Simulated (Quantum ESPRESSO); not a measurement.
# NiTe2 (Melonite): which magnetic order is lowest, part 2 of 2

Aim: find out which collinear order of NiTe2 (Melonite) costs least.

Quantum ESPRESSO 7.5; LDA; plane waves with GBRV 1.5 LDA potentials, no spin-orbit coupling.

So far: The structure; Run 1, typed as ferro +; Run 2, typed as antiferro q=(0,0,1/2) +−.

The database entry behind the starting cell differs from later determinations by our own check (c about 0.7 % long), so it need not match the best structure at ambient conditions.

## (4) Run 3 (antiferro q=(0,1/2,0) +−)

The cell is doubled to 6 atoms to hold this order.

File pw.in:

```
&CONTROL
  calculation = 'scf'
  prefix = 'pwscf'
  outdir = './tmp'
  pseudo_dir = './pseudo'
  disk_io = 'nowf'
/
&SYSTEM
  ibrav = 0
  nat = 6
  ntyp = 3
  ecutwfc = 40
  ecutrho = 280
  nbnd = 40
  occupations = 'smearing'
  smearing = 'fd'
  degauss = 0.00367493
  nspin = 2
  starting_magnetization(1) = 0.1111
  starting_magnetization(2) = -0.1111
  starting_magnetization(3) = 0
/
&ELECTRONS
  conv_thr = 1.2d-08
  electron_maxstep = 150
  mixing_beta = 0.3
/
ATOMIC_SPECIES
Ni1    58.6934 ni_lda_v1.4.uspp.F.UPF
Ni2    58.6934 ni_lda_v1.4.uspp.F.UPF
Te    127.6000 te_lda_v1.uspp.F.UPF
CELL_PARAMETERS angstrom
   3.8610000000    0.0000000000    0.0000000000
  -3.8610000000    6.6874481680    0.0000000000
   0.0000000000    0.0000000000    5.2970000000
ATOMIC_POSITIONS crystal
Ni1     0.0000000000    0.0000000000    0.0000000000
Ni2     0.0000000000    0.5000000000    0.0000000000
Te      0.3333333333    0.3333333334    0.2500000000
Te      0.3333333333    0.8333333333    0.2500000000
Te      0.6666666667    0.1666666666    0.7500000000
Te      0.6666666667    0.6666666666    0.7500000000
K_POINTS automatic
6 3 6 0 0 0
```

Started as:

```bash
$ OMP_NUM_THREADS=1 mpirun -n 4 pw.x -nk 4 -in pw.in > pw.out
```

The log of the run:

```text
     [... lines left out ...]
Program PWSCF v.7.5 starts
     [... lines left out ...]
     number of atoms/cell      =            6
     [... lines left out ...]
     number of electrons       =        60.00
     number of Kohn-Sham states=           40
     kinetic-energy cutoff     =      40.0000  Ry
     charge density cutoff     =     280.0000  Ry
     scf convergence threshold =      1.2E-08
     [... lines left out ...]
      4 Sym. Ops., with inversion, found
     [... lines left out ...]
     number of k points=    40  Fermi-Dirac smearing, width (Ry)=  0.0037
     [... lines left out ...]
     iteration # 20     ecut=    40.00 Ry     beta= 0.30
     [... lines left out ...]
     Magnetic moment per site  (integrated on atomic sphere of radius R)
     atom   1 (R=0.277)  charge= 16.9539  magn=  0.0000
     atom   2 (R=0.277)  charge= 16.9539  magn= -0.0000
     atom   3 (R=0.277)  charge=  2.8250  magn= -0.0000
     atom   4 (R=0.277)  charge=  2.8250  magn=  0.0000
     atom   5 (R=0.277)  charge=  2.8250  magn=  0.0000
     atom   6 (R=0.277)  charge=  2.8250  magn= -0.0000
     [... lines left out ...]
     the Fermi energy is     9.2194 ev
!    total energy              =    -792.65645387 Ry
     estimated scf accuracy    <          5.8E-09 Ry
     smearing contrib. (-TS)   =      -0.00162125 Ry
     [... lines left out ...]
     total magnetization       =     0.00 Bohr mag/cell
     absolute magnetization    =     0.00 Bohr mag/cell
     convergence has been achieved in  20 iterations
```

Wall time 85 s (4 MPI ranks of Intel Xeon Platinum 8488C (Sapphire Rapids), shared host); peak memory 0.92 GiB.

The spin moment in the atom's sphere vanishes on all atoms.

This step gave:

| Item | Value |
| --- | --- |
| smearing term TS | 0.02206 eV |
| magnetization | 0 μB |
| absolute magnetization | 0 μB |
| final state | non-magnetic |

## (5) Start 4: no spin polarisation

File pw.in:

```
&CONTROL
  calculation = 'scf'
  prefix = 'pwscf'
  outdir = './tmp'
  pseudo_dir = './pseudo'
  disk_io = 'nowf'
/
&SYSTEM
  ibrav = 0
  nat = 3
  ntyp = 2
  ecutwfc = 40
  ecutrho = 280
  nbnd = 22
  occupations = 'smearing'
  smearing = 'fd'
  degauss = 0.00367493
/
&ELECTRONS
  conv_thr = 6d-09
  electron_maxstep = 150
  mixing_beta = 0.3
/
ATOMIC_SPECIES
Ni     58.6934 ni_lda_v1.4.uspp.F.UPF
Te    127.6000 te_lda_v1.uspp.F.UPF
CELL_PARAMETERS angstrom
   3.8610000000    0.0000000000    0.0000000000
  -1.9305000000    3.3437240840    0.0000000000
   0.0000000000    0.0000000000    5.2970000000
ATOMIC_POSITIONS crystal
Ni      0.0000000000    0.0000000000    0.0000000000
Te      0.3333333333    0.6666666667    0.2500000000
Te      0.6666666667    0.3333333333    0.7500000000
K_POINTS automatic
6 6 6 0 0 0
```

The log of the run:

```text
     [... lines left out ...]
Program PWSCF v.7.5 starts
     [... lines left out ...]
     number of atoms/cell      =            3
     [... lines left out ...]
     number of electrons       =        30.00
     number of Kohn-Sham states=           22
     kinetic-energy cutoff     =      40.0000  Ry
     charge density cutoff     =     280.0000  Ry
     scf convergence threshold =      6.0E-09
     [... lines left out ...]
     12 Sym. Ops., with inversion, found
     [... lines left out ...]
     number of k points=    34  Fermi-Dirac smearing, width (Ry)=  0.0037
     [... lines left out ...]
     iteration # 16     ecut=    40.00 Ry     beta= 0.30
     [... lines left out ...]
     the Fermi energy is     9.2193 ev
!    total energy              =    -396.32822693 Ry
     estimated scf accuracy    <          3.3E-09 Ry
     smearing contrib. (-TS)   =      -0.00081057 Ry
     [... lines left out ...]
     convergence has been achieved in  16 iterations
```

Run time: 9 s. Hardware: 4 MPI ranks; peak memory 0.4 GiB; 35 s of CPU time.

Numbers from this step:

- smearing term TS: 0.01103 eV
- final state: non-magnetic (no spin polarisation)

## (6) The states side by side

An order is kept where moments of 0.15 μB or more survive with the typed signs; meshes match where a doubled cell samples the same k points as the first cell.

Orders:

```
                   start   final state  typed order kept  energy over the lowest (meV a seeded atom)  largest site moment (μB)  net moment (μB a cell of the first run)  mesh matched  CPU time (s)
                 ferro +  non-magnetic                no                                           0                         0                                        0           yes         70.66
antiferro q=(0,0,1/2) +-  non-magnetic                no                                           0                         0                                        0           yes           176
antiferro q=(0,1/2,0) +-  non-magnetic                no                                           0                         0                                        0           yes         337.2
    no spin polarisation  non-magnetic                 -                                           0                         0                                        0           yes         34.74
```

## (7) Results

```json
{
 "lowest state found": "non-magnetic (from ferro +, antiferro q=(0,0,1/2) +-, antiferro q=(0,1/2,0) +- and no spin polarisation)",
 "largest site moment": "0 μB"
}
```

The lowest state carries no moment, and no start kept one. Only these 4 starts were compared; other wavevectors, canted and longer-period orders were not.

[Logs and program files are shortened in this print: banners, set-up blocks, solver, clock and traceback lines can be left out without a mark of their own.]

[Logs are printed without paths, hosts, clocks, repeated set-up lines and the standing remarks that a program may print on its own settings, such as how far it seeks lower states.]

[Hosts, paths, dates, database ids (printed as entryN), source tags and the programs' standing remarks are cut or masked in the printed files.]

[Where a cell is said to come from a database of computed structures, the database is the Materials Project.]
